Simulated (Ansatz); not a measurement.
# What La3InB (Pm-3m) distorts into

Which phase does La3InB (Pm-3m) fall into along its unstable mode, and how much energy does it gain?

Calculated with Ansatz 0.2.0; DFT PBEsol, scalar-relativistic, plane waves, PAW; PAW set soft_1.

The raw output is cut from this account; settings, times and results stay.

### Step 1. The starting structure

Symmetry: Pm-3m, No. 221, cubic system. The conventional cell has a = 5.247 Å, b = 5.247 Å, c = 5.247 Å, α = 90.00°, β = 90.00°, γ = 90.00°. Nearest to La lie 2 B at 2.62 Å and 8 La at 3.71 Å and 4 In at 3.71 Å. Nearest to In lie 12 La at 3.71 Å. Nearest to B lie 6 La at 2.62 Å. Farther neighbours, and contacts between anions beyond the nearest, are not listed.

### Step 2. Response at finite wavevector

Stability and thermal properties need the whole zone. Linear response on a 2×2×2 q mesh gives force constants as far as a supercell of that size would.

Contents of input.yaml:

```yaml
crystal:
  lattice:
    - [5.2472787968, 0.0, 0.0]
    - [0.0, 5.2472787968, 0.0]
    - [0.0, 0.0, 5.2472787968]
  atoms:
    - { symbol: La, position: [0.5, 0.0, 0.5] }
    - { symbol: La, position: [0.5, 0.5, 0.0] }
    - { symbol: La, position: [0.0, 0.5, 0.5] }
    - { symbol: In, position: [0.0, 0.0, 0.0] }
    - { symbol: B, position: [0.5, 0.5, 0.5] }
kpoints:
  mp_grid: { grid: [8, 8, 8] }
hamiltonian:
  xc: pbesol
  pseudopotentials: { kind: paw, azcp: { folder: soft_1 }, xc_functional: pbe }
scf:
  occupations: { method: methfessel_paxton, width: 0.2 }
output:
  eigenvalues: true
phonons:
  method: dfpt
  qmesh: [2, 2, 2]
  temperatures: { t_max: 1000, t_step: 50 }
  qpath:
    path:
      - [[0.0, 0.0, 0.0], [0.0, 0.5, 0.0], [0.5, 0.5, 0.0], [0.0, 0.0, 0.0], [0.5, 0.5, 0.5], [0.0, 0.5, 0.0]]
      - [[0.5, 0.5, 0.5], [0.5, 0.5, 0.0]]
    npoints: 10
```

Run with:

```console
> ansatz run input.yaml --threads 4 --pin off --max-ram 10240MiB --backend cpu --events-out ev --progress --plain --runs-dir out
```

Run time: 4.7 min. Hardware: 4 threads of AMD EPYC 9B14 (Zen 4), shared host; peak memory 2.1 GiB; 18 min of CPU time.

Read from the output:

* volume per atom: 28.90 Å³
* gap on the k-mesh: 0 eV
* sum-rule residual before enforcement: 4.67e-5 eV/Å²
* lowest frequency on the path: -118.0 cm⁻¹
* point group: m-3m
* highest frequency on path, mesh or solved points: 410.3 cm⁻¹
* highest optical mode at the zone centre (no LO-TO term): 162.0 cm⁻¹
* lowest optical zone-centre mode: -118.0 cm⁻¹
* lowest mode on the q mesh (acoustic modes at Γ apart): -118.0 cm⁻¹

Frequencies (cm⁻¹) solved at each irreducible wavevector; negative means imaginary. Frequencies by wavevector, by row:

```csv
q in reciprocal lattice units,star,mode 1,mode 2,mode 3,mode 4,mode 13,mode 14,mode 15
0 0 0,1,-118,-118,-118,-59.9,162,162,162
0 0 -0.5,3,-12.6,-12.6,36.8,42,305.2,305.2,329.7
0 -0.5 -0.5,3,18.3,53.6,53.6,61.9,349.5,361.8,361.8
-0.5 -0.5 -0.5,1,-3.7,-3.7,-3.7,54,410.3,410.3,410.3
```

Interpolated from a 2×2×2 q mesh. The phonon branches at the labelled points (cm⁻¹):

```csv
point,branch 1,branch 2,branch 3,branch 4,branch 12,branch 13,branch 14,branch 15
Γ,-118,-118,-118,-60,67,162,162,162
halfway,-44,-44,-33,24,125,230,230,236
X,-13,-13,37,42,143,305,305,330
halfway,22,37,43,48,142,328,333,346
M,18,54,54,62,145,350,362,362
halfway,-28,-12,28,36,125,282,288,289
Γ,-118,-118,-118,-60,67,162,162,162
halfway,-26,25,25,60,131,325,325,325
R,-4,-4,-4,54,166,410,410,410
halfway,16,23,34,64,145,357,358,367
X,-13,-13,37,42,143,305,305,330
jump to R,-4,-4,-4,54,166,410,410,410
halfway,13,27,27,62,154,380,387,387
M,18,54,54,62,145,350,362,362
```

Symmetry leaves 4 wavevectors to solve. The lowest mode among them, the acoustic zeros apart, lies at Γ and is imaginary, 118.0i cm⁻¹, so the energy falls along it.

### Step 3. The mode frozen in, largest atomic shift 0 Å

The mode followed lies at Γ with frequency 118.0i cm⁻¹ and is 3-fold degenerate, the softest among the wavevectors solved. At small amplitude the pattern taken leaves space group no. 99 by a symmetry search on the positions. The undistorted cell that holds it gives the zero of energy on the same k mesh.

input.yaml, the sections that differ from step 2:

```yaml
output:
  forces: true
  stress: true
  eigenvalues: true
# crystal, kpoints, hamiltonian, scf: as in step 2
# phonons: removed
```

It took 2.1 s on 4 threads; peak memory 0.59 GiB.

This step gave:

| Quantity | Value |
| --- | --- |
| pressure | -1.25e-4 GPa |
| energy from the undistorted cell | 0 meV/atom |

The run ends at a pressure of 0.00 GPa.

### Step 4. The mode frozen in, largest atomic shift 0.14 Å

The atoms are moved along the unstable eigenvector, the largest shift by 0.14 Å, with the cell fixed.

input.yaml, the sections that differ from step 3:

```yaml
crystal:
  lattice:
    - [5.2472787968, 0.0, 0.0]
    - [0.0, 5.2472787968, 0.0]
    - [0.0, 0.0, 5.2472787968]
  atoms:
    - { symbol: La, position: [0.5, -0.0027920653, 0.5] }
    - { symbol: La, position: [0.5, 0.5024199906, 0.0] }
    - { symbol: La, position: [0.0, 0.5024199906, 0.5] }
    - { symbol: In, position: [0.0, 3.43974e-05, 0.0] }
    - { symbol: B, position: [0.5, 0.4733195042, 0.5] }
# kpoints, hamiltonian, scf, output: as in step 3
```

It took 6.7 s on 4 threads; peak memory 0.65 GiB.

Numbers from this step:

```
pressure                         : -0.04675 GPa
energy from the undistorted cell : -0.683 meV/atom
```

The energy, extrapolated to zero smearing, is -0.68 meV/atom against the undistorted cell.

The run ends at a pressure of -0.05 GPa, with forces up to 0.16 eV/Å.

### Step 5. Energy along the mode, all amplitudes (two of the runs are shown above)

An imaginary frequency means negative curvature, so the energy should fall and then rise again as anharmonic terms take over.

This step gave:

- depth at the lowest point sampled: 0.683 meV/atom
- largest atomic shift at that point: 0.14 Å

Table of energy from the parent by largest atomic shift:

```csv
largest atomic shift (Å),energy from the parent (meV/atom)
0.000,0
0.040,-0.148
0.080,-0.486
0.140,-0.683
0.220,1.66
0.320,12.2
```

Displacement at unit largest shift by atom:

```
atom  x (Å)  y (Å)  z (Å)  size
 La1   0.00  -0.10   0.00  0.10
 La2   0.00   0.09   0.00  0.09
 La3   0.00   0.09   0.00  0.09
 In4   0.00   0.00   0.00  0.00
  B5   0.00  -1.00   0.00  1.00
```

The lowest step is at 0.14 Å, 0.683 meV/atom below the parent, and the energy rises beyond it.

### Step 6. Relaxation from the frozen mode

Starting from the lowest point found, all atoms and the cell are let go, so that strain and other modes of the same symmetry can join in.

input.yaml: that of step 4 with these lines changed.

```diff
@@ -22 +22,10 @@
   eigenvalues: true
+  write_density: true
+  write_potential: true
+  elf: true
+  volumetric_format: npy
+relax:
+  adjacent_minimum: "off"
+  f_tol: 0.002
+  max_steps: 120
+  cell: { stress_tol: 0.03 }
```

It took 57 s on 4 threads; peak memory 0.7 GiB.

The steps of the relaxation:

```
step  energy less that of the first step (eV)  largest force component (eV/Å)  pressure (GPa)  volume (Å³)
   1                                   0.0000                          0.1626           -0.05       144.48
   2                                   0.0309                          0.6233           -0.16       143.78
   3                                  -0.0018                          0.0171           -0.02       144.20
   4                                  -0.0018                          0.0156            0.00       144.16
   5                                  -0.0019                          0.0082            0.02       144.13
   6                                  -0.0019                          0.0042            0.00       144.17
   7                                  -0.0019                          0.0034            0.01       144.16
   8                                  -0.0019                          0.0001            0.00       144.19
  9*                                  -0.0019                          0.0001            0.00       144.19
```

Relaxation steps marked * repeat the geometry before them on a plane-wave basis chosen anew for their cell, so energy and pressure can jump there. Relaxation steps 2, 7 were tried and not accepted.

Forces are held to the 8 operations that the program found; a distortion that breaks them can't arise in this run.

```csv
"conventional cell, symmetrised",before,after,change
a (Å),5.247,5.242,-0.1 %
b (Å),5.247,5.242,-0.1 %
c (Å),5.247,5.248,+0.0 %
volume (Å³/atom),28.90,28.84,-0.2 %
```

The atoms that moved most (Å, as changes of fractional coordinates times the final cell):

| atom | dx | dy | dz | length |
| --- | --- | --- | --- | --- |
| La1 | 0.000 | -0.017 | 0.000 | 0.017 |
| La2 | 0.000 | 0.008 | 0.000 | 0.008 |
| La3 | 0.000 | 0.008 | 0.000 | 0.008 |

The relaxed structure:

```xyz
5
Lattice="5.2416 0.0000 0.0000 0.0000 5.2480 0.0000 0.0000 0.0000 5.2416" Properties=species:S:1:pos:R:3 pbc="T T T"
La    2.6208   -0.0312    2.6208
La    2.6208    2.6450    0.0000
La    0.0000    2.6450    2.6208
In    0.0000   -0.0004    0.0000
B     2.6208    2.4845    2.6208
```

Numbers from this step:

* pressure: -4.55e-4 GPa
* volume per atom: 28.84 Å³

ELF in the ac plane at fractional y = 0.473, with atoms of La and B within 0.2 Å of it. It is the smooth field of the valence electrons, not physical close to the nuclei.

Values, 14 rows by 14 columns, each cell a mean:
```
0.38 0.27 0.12 0.19 0.65 0.79 0.49 0.33 0.67 0.79 0.41 0.10 0.18 0.34
0.19 0.16 0.09 0.11 0.41 0.74 0.77 0.75 0.78 0.62 0.22 0.08 0.13 0.18
0.11 0.09 0.07 0.08 0.17 0.37 0.54 0.57 0.48 0.27 0.11 0.07 0.08 0.10
0.46 0.33 0.14 0.13 0.25 0.32 0.35 0.36 0.34 0.30 0.18 0.11 0.22 0.41
0.80 0.74 0.44 0.21 0.45 0.66 0.68 0.67 0.68 0.59 0.30 0.27 0.62 0.79
0.57 0.76 0.69 0.32 0.51 0.74 0.56 0.46 0.68 0.68 0.34 0.48 0.78 0.67
0.15 0.58 0.74 0.38 0.51 0.66 0.22 0.07 0.46 0.67 0.36 0.57 0.75 0.33
0.33 0.67 0.73 0.36 0.51 0.70 0.36 0.22 0.56 0.68 0.35 0.54 0.77 0.49
0.76 0.80 0.59 0.27 0.49 0.74 0.70 0.66 0.74 0.66 0.32 0.37 0.74 0.79
0.69 0.56 0.27 0.17 0.35 0.49 0.51 0.51 0.51 0.45 0.25 0.17 0.41 0.65
0.22 0.15 0.09 0.10 0.17 0.27 0.36 0.38 0.32 0.21 0.13 0.08 0.11 0.19
0.12 0.11 0.08 0.09 0.27 0.59 0.73 0.74 0.69 0.44 0.14 0.07 0.09 0.12
0.29 0.22 0.11 0.15 0.56 0.80 0.67 0.58 0.76 0.74 0.33 0.09 0.16 0.27
0.43 0.29 0.12 0.22 0.69 0.76 0.33 0.15 0.57 0.80 0.46 0.11 0.19 0.38
```
Columns run along a (5.2 Å), rows up along c (5.2 Å). Atoms in or near the plane, at fractional coordinates: La at (0.50, 0.00), La at (0.00, 0.50), B at (0.50, 0.50).

Electrostatic potential energy in the ac plane at fractional y = 0.473, with atoms of La and B within 0.2 Å of it. With pseudopotentials it is smooth inside the atoms' cores, unlike the true potential.

Values in eV, 14 rows by 14 columns, each cell a mean:
```
 13  13  11   7  -6 -27 -24 -18 -29 -18   2  10  12  13
 12  12  11   9   2 -14 -27 -29 -22  -6   6  10  12  12
  9  10  10  10   8   2  -4  -6  -1   5   9  10  10  10
  1   4   7  10  11   9   7   7   8  10  11   9   6   2
-21 -13   0   8  11  10   6   4   8  11  10   5  -6 -18
-26 -29 -12   5   9   3 -15 -20  -6   8   8  -1 -22 -29
 -8 -28 -19   2   8  -6 -29 -31 -20   4   7  -6 -29 -18
-17 -29 -17   3   8  -2 -24 -29 -15   6   7  -4 -27 -24
-28 -22  -5   7  10   7  -2  -6   3  10   9   2 -14 -27
 -8  -2   5   9  11  10   8   8   9  11  11   8   2  -6
  6   8   9  10   9   7   3   2   5   8  10  10   9   7
 11  11  11   9   5  -5 -17 -19 -12   0   7  10  11  11
 13  13  11   8  -2 -22 -29 -28 -29 -13   4  10  12  13
 13  13  11   6  -8 -28 -17  -8 -26 -21   1   9  12  13
```
Columns run along a (5.2 Å; values clipped at the 3rd and 97th percentile), rows up along c (5.2 Å). Atoms in or near the plane, at fractional coordinates: La at (0.50, 0.00), La at (0.00, 0.50), B at (0.50, 0.50).

Valence density in the ac plane at fractional y = 0.473, with atoms of La and B within 0.2 Å of it. It is the smooth field of the valence electrons, not physical close to the nuclei.

Ten even steps from '0' (0.1 e/Å³) to '9' (1.8 e/Å³), each cell a mean:
```
00003799951000
00001478630000
00000133210000
11000111100001
64200122110135
98411233211269
99621232321389
99521233321379
86311122211147
32100111100013
00000122100000
00001356420000
00002699841000
00003899961000
```
Columns run along a (5.2 Å), rows up along c (5.2 Å). Atoms in or near the plane, at fractional coordinates: La at (0.50, 0.00), La at (0.00, 0.50), B at (0.50, 0.50).

The distorted start has space group P4mm; the relaxation ends in P4mm.

### Step 7. The new phase in its own primitive cell

The relaxed structure is symmetrised, reduced to its primitive cell and relaxed tightly, as its phonons need.

input.yaml, the sections that differ from step 6:

```yaml
crystal:
  lattice:
    - [5.24162217, 0.0, 0.0]
    - [0.0, 5.24162217, 0.0]
    - [0.0, 0.0, 5.2479669917]
  atoms:
    - { symbol: La, position: [0.5, 0.5, 0.0059543773] }
    - { symbol: La, position: [0.5, 0.0, 0.4960023329] }
    - { symbol: La, position: [0.0, 0.5, 0.4960023329] }
    - { symbol: In, position: [0.0, 0.0, 6.81237e-05] }
    - { symbol: B, position: [0.5, 0.5, 0.5265710158] }
output:
  forces: true
  stress: true
  eigenvalues: true
relax:
  adjacent_minimum: "off"
  f_tol: 0.001
  max_steps: 60
  cell: { stress_tol: 0.01 }
# kpoints, hamiltonian, scf: as in step 6
```

Wall time 13 s (4 threads); peak memory 0.68 GiB.

Little changed from the start: no atom moved by 0.005 Å and no cell edge by 0.1 %.

Numbers from this step:

| Property | Result |
| --- | --- |
| pressure | -4.58e-4 GPa |

The largest force component left is 0.15 meV/Å and the pressure is 0.000 GPa, within the tolerances set. The cell now holds 28.84 Å³/atom.

### Step 8. Modes of the new phase

A relaxed structure may still be a saddle point, so its zone-centre modes are computed. No field response is asked, since the mesh shows no gap.

input.yaml: that of step 7 with these lines changed.

```diff
@@ -19,9 +19,4 @@
 output:
-  forces: true
-  stress: true
   eigenvalues: true
-relax:
-  adjacent_minimum: "off"
-  f_tol: 0.001
-  max_steps: 60
-  cell: { stress_tol: 0.01 }
+phonons:
+  method: dfpt
```

Wall time 2.1 min (4 threads); peak memory 2.7 GiB; 7.8 min of CPU time.

Numbers from this step:

| Quantity | Value |
| --- | --- |
| sum-rule residual before enforcement | 4.52e-5 eV/Å² |
| point group | 4mm |
| highest optical mode at the zone centre (no LO-TO term) | 264.1 cm⁻¹ |
| lowest optical zone-centre mode | -59.22 cm⁻¹ |

Patterns of degenerate modes are one choice out of their space. Modes at Γ, with each element's share of the kinetic energy (negative means imaginary):

```
mode  frequency (cm⁻¹)  symmetry  La %  In %  B %
   1             -59.2         E    84     0   16
   2             -59.2         E    84     0   16
   3             -36.5         E    64     0   36
   4             -36.5         E    64     0   36
   5             -32.0        B1   100     0    0
   6               0.0  acoustic    77    21    2
   7               0.0  acoustic    77    21    2
   8               0.0  acoustic    77    21    2
   9              67.2        A1    21    79    0
  10              67.4         E    21    79    0
  11              67.4         E    21    79    0
  12              98.8        A1    88     0   12
  13             182.2         E    54     0   46
  14             182.2         E    54     0   46
  15             264.1        A1    14     0   86
```

Displacements in mode 2 (-59.2 cm⁻¹), the largest set to 1:
```
La1 -0.30  0.01  0.00
La2  0.54  0.00  0.00
La3 -0.17 -0.01  0.00
In4  0.00  0.00  0.00
B5  -1.00  0.03  0.00
```

Displacements in mode 13 (182.2 cm⁻¹), the largest set to 1:
```
La1  0.09  0.00  0.00
La2  0.10  0.00  0.00
La3 -0.27  0.00  0.00
In4  0.00  0.00  0.00
B5   1.00 -0.01  0.00
```

Before it was imposed, the acoustic sum rule was missed by 4.5e-5 eV/Å². Small misses are needed for a sound result but don't prove that mesh and cutoff are converged. The lowest optical mode is imaginary, 59.2i cm⁻¹, so the energy falls along it.

### Step 9. Results

```
unstable mode of the parent                                                      : q = (0, 0, 0), 118i cm⁻¹
depth at the lowest point sampled                                                : 0.683 meV/atom
largest atomic shift at that point                                               : 0.14 Å
space group reached                                                              : P4mm
energy gained over the parent (first relaxation, on the mesh of the frozen mode) : 1.06 meV/atom
volume per atom, phase reached                                                   : 28.8 Å³
lowest optical zone-centre mode, phase reached                                   : -59.2 cm⁻¹
highest optical mode at the zone centre (no LO-TO term), phase reached           : 264 cm⁻¹
```

Along this mode the structure falls into P4mm, 1.06 meV/atom below the parent. At the parent's cell the well is 0.683 meV/atom deep on the steps tried, with its lowest point at a shift of 0.14 Å. Relaxing atoms and cell changes the gain by +0.38 meV/atom against the lowest step (energies at zero smearing). The new phase still has an imaginary mode at the zone centre of its cell, so it is a saddle point on the way to a lower structure. So shallow a well is near the error of the k mesh. Of the 6 patterns followed from this parent, this one ends 13.0 meV/atom above the lowest, P-4m2. Differences under 1.0 meV/atom are within the error of comparing unlike cells and meshes, so the order among close phases is not settled. Each path keeps the symmetry of its pattern, so a lower phase may lie along a pattern not tried. With no gap, or one that is small against the smearing, the frequencies hang on the k mesh and the smearing, most of all near Kohn anomalies. The phonon runs are without spin polarisation, although the cell has an odd electron count. Spin-orbit coupling is left out, which can matter for the heavy elements here. The PAW files were made for PBE and serve the other functionals too.

[Long decimals in the printed logs are rounded to 6 places.]

[Logs are printed without paths, hosts, clocks, repeated set-up lines and the standing remarks that a program may print on its own settings, such as how far it seeks lower states.]

[Hosts, paths, dates, database ids (printed as entryN), source tags and the programs' standing remarks are cut or masked in the printed files.]

[Where the starting crystal was built by hand or by swapping elements, it need not be the compound's stable phase.]
